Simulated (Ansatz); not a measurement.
# Moving the knobs of a GW run on GaP (F-43m)

Aim: change settings of a G0W0 run on GaP (F-43m) and see what moves.

Method: G0W0 on PBE, plane waves, PAW; PAW set soft_1, in Ansatz 0.2.0.

**1. The starting structure**

Symmetry: F-43m, No. 216, cubic system. The conventional cell has a = 5.451 Å, b = 5.451 Å, c = 5.451 Å, α = 90.00°, β = 90.00°, γ = 90.00°. Nearest to Ga lie 4 P at 2.36 Å. Nearest to P lie 4 Ga at 2.36 Å. Farther neighbours are not listed.

As a file:

```cif
data_structure
_symmetry_space_group_name_H-M 'P 1'
_symmetry_Int_Tables_number 1
_cell_length_a 3.8541
_cell_length_b 3.8541
_cell_length_c 3.8541
_cell_angle_alpha 60.000
_cell_angle_beta 60.000
_cell_angle_gamma 60.000
_cell_volume 40.48
loop_
_atom_site_label
_atom_site_type_symbol
_atom_site_fract_x
_atom_site_fract_y
_atom_site_fract_z
_atom_site_occupancy
Ga1 Ga 0.00000 0.00000 0.00000 1
P2 P 0.25000 0.25000 0.25000 1
```

The cell and positions come from the Crystallography Open Database and are kept as given unless a step says otherwise.

**2. The base run: 6×6×6 mesh, 91 empty bands, screening to 100 eV, PAW set soft_1 files**

Now the one-shot GW correction: screening in the RPA, then the self-energy of the levels asked for. This step takes PAW set soft_1 files.

File input.yaml:

```yaml
crystal:
  lattice:
    - [0.0, 2.72525, 2.72525]
    - [2.72525, 0.0, 2.72525]
    - [2.72525, 2.72525, 0.0]
  atoms:
    - { symbol: Ga, position: [0.0, 0.0, 0.0] }
    - { symbol: P, position: [0.25, 0.25, 0.25] }
kpoints:
  mp_grid: { grid: [6, 6, 6] }
hamiltonian:
  xc: pbe
  pseudopotentials: { kind: paw, azcp: { folder: soft_1 } }
scf:
  occupations: { method: fixed }
gw:
  n_empty_bands: 91
  ecut_chi: 100
  qp_bands: [v2, c2]
  qp_kpoints: band_edges
  screening: { model: contour_deformation }
```

Started as:

```
$ ansatz run input.yaml --threads 3 --pin off --max-ram 92160MiB --backend cuda --events-out ev --progress --plain --runs-dir out --devices 1 --max-vram 13GiB
```

Numbers of over 12 decimals in the logs are rounded to 6 here.

Output:

```text
GPUs: using 1 of 1 available (devices: 1).
Engine: ansatz 0.2.0, x86_64-unknown-linux-gnu
Pseudopotentials: kind: paw
Pseudopotential: Ga, paw, valence charge 13, recommended cutoff 420 eV (normal), soft_1/Ga.paw.azcp
Pseudopotential: P, paw, valence charge 5, recommended cutoff 420 eV (normal), soft_1/P.paw.azcp
Functional definition: PBE
  parameter kappa = 0.804
  parameter beta = 0.066725
  exchange = pbe_x(kappa = kappa, mu = beta*pi^2/3)
  correlation = pbe_c(beta = beta)
device memory: the entry about to start is reckoned to put 0.4 GiB on a device that reports 39.3 GiB free (of which the cap on the GPU budget leaves the run 13.0 GiB)
GPU FFT provider: cuFFT
GPU libraries: cuBLAS 13.8.2, cuFFT 12.4.0, cuSOLVER 12.3.4
Crystal: 2 atoms, lattice volume = 40.481 Å³
Basis set: ecut = 420 eV, 749 PW (Γ)
Bands: 13, of which v1, the nominal top of the filled ones, is band 9 counted from 1 (8 counted from 0)
Symmetry: 24 space group operations
Space group: F-43m (ITA 216), of the structure as read, at distance tolerance 3.4e-5 Å
k-points: 16 of 216 (time reversal used)
Non-local potential: Ga, projectors of the file, l = 0: 2, l = 1: 2, l = 2: 3, l = 3: 1
Non-local potential: P, projectors of the file, l = 0: 2, l = 1: 2, l = 2: 1
PAW form: soft (Blöchl's): semilocal exchange-correlation on the pseudo side does not see the compensation charge
PAW one-centre angular grid: Ga, 590 points (default); XC on 64 Gauss nodes
PAW one-centre angular grid: P, 110 points (default); XC on 64 Gauss nodes
Initial density: superposition of atomic densities (chi_scale 0.1, normalization cell, long waves kept (reshape's long-wave potential 0.00 eV rms))
Initial wavefunctions: pseudopotential atomic-orbital guess
GPU buffer pool allocated for 19683 grid points (all kernels)
GPU transforms: local potential and band sums: pruned to the plane-wave sphere, on 25×25×25
Functional: x = pbe(κ = 0.804, μ = 0.219515), c = pbe(β = 0.066725)
SCF iter   1: F=—  HF=-4539.690141 eV  |F-HF|=—  |Δ(HF+E_count)|=         —  Δρ=4.67e-2  dr2=7.13e-1  ethr=3.10e-3  ⟨swp⟩=5.0  Hψ=1128  notcnv=0  defer=26
preconditioner: auto → none  [insulator: Δε(μ)=1.933 eV  Ē_g=15.338 eV  n_scr=14 (ndim 8)  ℏωp=24.8 eV  f_vac=0.000  ε∞_Penn≈3.6]
SCF iter   2: F=—  HF=-4539.545829 eV  |F-HF|=—  |Δ(HF+E_count)|=   1.44e-1  Δρ=2.18e-2  dr2=1.03e-1  ethr=3.10e-3  ⟨swp⟩=2.2  Hψ=406  notcnv=0  defer=25
SCF iter   3: F=—  HF=-4539.542602 eV  |F-HF|=—  |Δ(HF+E_count)|=   3.23e-3  Δρ=5.62e-3  dr2=1.19e-2  ethr=5.75e-4  ⟨swp⟩=3.0  Hψ=388  notcnv=0  defer=27
SCF iter   4: F=—  HF=-4539.539609 eV  |F-HF|=—  |Δ(HF+E_count)|=   2.99e-3  Δρ=2.24e-3  dr2=8.23e-4  ethr=6.62e-5  ⟨swp⟩=2.5  Hψ=403  notcnv=0  defer=26
[...]
E_nonlocal   = -60.041374
  E_hartree    = 1014.885530
  E_xc         = -136.380180
  E_vxc        = -117.215112  (∫ρ·V_xc dr)
  E_paw        = -2550.333779  (= ΣΔE_a)
  E_vpaw       = -415.887879  (= ΣTr[D̂ρ^β])
  E_aug_tail   = -0.000212  (compensation charges beyond the density's cutoff)
  E_ewald      = -1312.644944
  E_smearing   = -0.000000  (= −TS)
  E_closure    = 0.000000  (closes the sum)
  Σ components = -4539.539208   (vs F -4539.539208, Δ=0.00e0)
--- Band table (eV; the first three rows and the last of 16) ---
  k-point 0: bands = [... 5 lower, -5.4139, 7.0788, 7.0788, 7.0788, 8.9069, 10.9607, 10.9607, 10.9607]
  k-point 1: bands = [... 5 lower, -5.0574, 4.6919, 6.7076, 6.7076, 9.4924, 11.5091, 11.5091, 12.1044]
  k-point 2: bands = [... 5 lower, -4.1096, 1.8715, 6.1714, 6.1714, 8.9772, 11.8859, 11.8859, 14.6761]
  k-point 15: bands = [... 5 lower, -2.3773, 0.4726, 3.7027, 3.8151, 10.5542, 10.7246, 14.6266, 14.6495]
--- G₀W₀: contour deformation, 6 samples at zero and on the imaginary axis and 2 off it, 216 q-points, 91 empty bands' worth ---
  eigenvalues of the whole cell's RPA ε∞ on this k-mesh (on a slab, of 1 + 4πα/V) = 12.1556, 12.1556, 12.1556; static W/v taken at q = 0 is 0.082266
  bands read: the sum over 100 bands ends inside a degenerate multiplet in 4 slots, whose members it reads at an even weight; the widest, k=0: bands 99 to 101 (counted from 1) at 2/3 each
  gw.qp_kpoints: band_edges: 9 of 16 stored k-points solved, in 1 pass; an edge of the gap read off the rows below is read off those points alone
    valence top: of the k-points left out ik 8 came nearest to being solved in a further pass, in band 9 (counted from 1, as in the quasiparticle table): it holds the edge there only if its correction is more favourable than any solved in that band by at least 0.513 eV; those differ by 0.123 eV
    conduction bottom: of the k-points left out ik 11 came nearest to being solved in a further pass, in band 10 (counted from 1, as in the quasiparticle table): it holds the edge there only if its correction is more favourable than any solved in that band by at least 0.856 eV; those differ by 0.438 eV
    ik  band        ε_KS         Σx   Σc(E_QP)       V_xc       Z   E_QP_lin       E_QP  E_QP is
     0     8      7.0788   -17.1492     1.2994   -15.4018  0.7659     6.6287     6.6308  root
     0     9      7.0788   -17.1492     1.2994   -15.4018  0.7659     6.6287     6.6308  root
     0    10      8.9069   -10.7786    -4.0361   -15.2416  0.7784     9.3357     9.3337  root
     0    11     10.9607    -7.4683    -4.2813   -12.0284  0.7732    11.2406    11.2395  root
     1     8      6.7076   -16.8314     1.3878   -14.9800  0.7645     6.2416     6.2440  root
     1     9      6.7076   -16.8314     1.3878   -14.9800  0.7645     6.2416     6.2440  root
     1    10      9.4924    -9.4843    -4.0573   -13.9014  0.7773     9.8537     9.8521  root
     1    11     11.5091    -7.5971    -4.4551   -12.3422  0.7660    11.8006    11.7993  root
[...]
12     8      4.3940   -16.0083     2.2687   -13.1681  0.7422     3.8162     3.8226  root
    12     9      4.3940   -16.0083     2.2687   -13.1681  0.7422     3.8162     3.8226  root
    12    10      8.7295    -6.9039    -3.6981   -10.5911  0.7928     8.7185     8.7185  root
    12    11      8.9004    -7.9337    -3.7983   -11.8975  0.7852     9.0662     9.0659  root
[key lines of the parts left out:]
SCF converged after 7 iterations
Free energy (F): -4539.539208 eV
Fermi energy:    7.078763 eV
```

It took 14 s on 1 × NVIDIA H100 80GB HBM3 (shared by 6 runs) with 3 threads of AMD EPYC 7R13 (Zen 3), shared host; peak memory 1 GiB; 16 s of CPU time.

In the SCF lines HF is the Harris–Foulkes energy and dr2 the Hartree energy of the density residual, in eV; the loop may stop once dr2 is under the threshold and the program's other checks hold. Hψ counts applications of the Hamiltonian.

Numbers from this step:

* bands summed: 100
* RPA ε∞ on this mesh (eigenvalues): 12.16, 12.16, 12.16
* plane waves in the screening matrix: 89
* q-points in the mesh: 216
* G0W0 gap on the mesh: 2.088 eV
* k of the valence top: 0, 0, 0
* k of the conduction bottom: 0, -0.5, -0.5
* starting gap on the mesh: 1.651 eV
* Z at the valence top: 0.7659
* Z at the conduction bottom: 0.7928
* least direct G0W0 gap on the computed points: 2.703 eV

The gap on the mesh goes from 1.65 eV to 2.09 eV, a correction of +0.44 eV. Between the two edge states, bare exchange in place of the xc potential would open the gap by 5.43 eV, and correlation takes back 5.00 eV.

**3. Variant: low screening cutoff**

Edit input.yaml of step 2 so:

```diff
@@ -16,4 +16,4 @@
 gw:
-  n_empty_bands: 91
-  ecut_chi: 100
+  n_empty_bands: 120
+  ecut_chi: 55
   qp_bands: [v2, c2]
```

Output:

```text
GPUs: using 1 of 1 available (devices: 1).
[...]
GPU FFT provider: cuFFT
GPU libraries: cuBLAS 13.8.2, cuFFT 12.4.0, cuSOLVER 12.3.4
Crystal: 2 atoms, lattice volume = 40.481 Å³
Basis set: ecut = 420 eV, 749 PW (Γ)
Bands: 13, of which v1, the nominal top of the filled ones, is band 9 counted from 1 (8 counted from 0)
[... 1 set-up line as in the run before ...]
[...]
k-points: 16 of 216 (time reversal used)
[...]
GPU buffer pool allocated for 19683 grid points (all kernels)
[...]
SCF iter   1: F=—  HF=-4539.690141 eV  |F-HF|=—  |Δ(HF+E_count)|=         —  Δρ=4.67e-2  dr2=7.13e-1  ethr=3.10e-3  ⟨swp⟩=5.0  Hψ=1128  notcnv=0  defer=26
[...]
SCF iter   7: F=-4539.539208 eV  HF=-4539.539208 eV  |F-HF|=1.69e-8  |Δ(HF+E_count)|=   1.19e-7  Δρ=5.34e-6  dr2=9.94e-9  ethr=5.56e-10  ⟨swp⟩=6.0  Hψ=1136  notcnv=0
SCF 1 converged in 7 iterations: F = -4539.539208 eV  dr2 = 9.94e-9
[...]
NSCF: frozen V_eff on 16 k-points, pencils in batches of 32, up to order 52
[...]
NSCF: frozen V_eff on 16 k-points
G₀W₀ screening: q 1/16
[... further progress lines ...]
[...]
SCF converged after 7 iterations
Free energy (F): -4539.539208 eV
[...]
Internal energy: -4539.539208 eV  (E = F + TS)
E sigma→0 (E₀):  -4539.539208 eV
Fermi energy:    7.078763 eV
[...]
--- Band table (eV; the first three rows and the last of 16) ---
  k-point 0: bands = [... 5 lower, -5.4139, 7.0788, 7.0788, 7.0788, 8.9069, 10.9607, 10.9607, 10.9607]
  k-point 1: bands = [... 5 lower, -5.0574, 4.6919, 6.7076, 6.7076, 9.4924, 11.5091, 11.5091, 12.1044]
  k-point 2: bands = [... 5 lower, -4.1096, 1.8715, 6.1714, 6.1714, 8.9772, 11.8859, 11.8859, 14.6761]
  k-point 15: bands = [... 5 lower, -2.3773, 0.4726, 3.7027, 3.8151, 10.5542, 10.7246, 14.6266, 14.6495]
[...]
0     8      7.0788   -17.1492     1.4510   -15.4018  0.7706     6.7815     6.7824  root
     0     9      7.0788   -17.1492     1.4510   -15.4018  0.7706     6.7815     6.7824  root
     0    10      8.9069   -10.7786    -3.8875   -15.2416  0.7821     9.4861     9.4823  root
     0    11     10.9607    -7.4683    -4.2278   -12.0284  0.7751    11.2946    11.2930  root
     1     8      6.7076   -16.8314     1.5345   -14.9800  0.7689     6.3896     6.3907  root
     1     9      6.7076   -16.8314     1.5345   -14.9800  0.7689     6.3896     6.3907  root
     1    10      9.4924    -9.4843    -3.9529   -13.9014  0.7803     9.9592     9.9565  root
     1    11     11.5091    -7.5971    -4.3983   -12.3422  0.7683    11.8580    11.8560  root
[...]
12     8      4.3940   -16.0083     2.3928   -13.1681  0.7455     3.9428     3.9466  root
    12     9      4.3940   -16.0083     2.3928   -13.1681  0.7455     3.9428     3.9466  root
    12    10      8.7295    -6.9039    -3.7094   -10.5911  0.7940     8.7072     8.7072  root
    12    11      8.9004    -7.9337    -3.7759   -11.8975  0.7870     9.0887     9.0883  root
```

Run time: 9.6 s. Hardware: 1 × NVIDIA H100 80GB HBM3 (shared by 6 runs) with 3 threads; peak memory 1 GiB.

Against the base:

```
              setting  base  variant
          empty bands    91      120
screening cutoff (eV)   100       55
```

```
                                    quantity  variant   base
                    starting gap on the mesh    1.651  1.651
                        G0W0 gap on the mesh    1.925  2.088
least direct G0W0 gap on the computed points    2.700  2.703
                        Z at the valence top    0.771  0.766
                  Z at the conduction bottom    0.794  0.793
```

**4. What came out**

```yaml
base: 2.09 eV, 14 s
low_screening_cutoff: 1.92 eV, 9.6 s
```

Low screening cutoff: the gap moves by −0.16 eV; such settings are too crude to quote. The variant differs from the base in empty bands and screening cutoff together, so the change can't be laid to one of them. All runs here use a coarse mesh and modest cutoffs; they test settings and are not final values. The many-body steps are scalar-relativistic: spin-orbit coupling is not in them.

[Paths, hosts, dates, memory and timing lines, banners, echoed tables and standing remarks are left out of the program output.]

[Logs are printed without paths, hosts, clocks, repeated set-up lines and the standing remarks that a program may print on its own settings, such as how far it seeks lower states.]

[Runs of the session that timed out or met a known fault of the program may be left out.]

[Cells called generated may have been cut or substituted from an entry of the Crystallography Open Database or the Materials Project.]

[Hosts, paths, dates, database ids (printed as entryN), source tags and the programs' standing remarks are cut or masked in the printed files.]
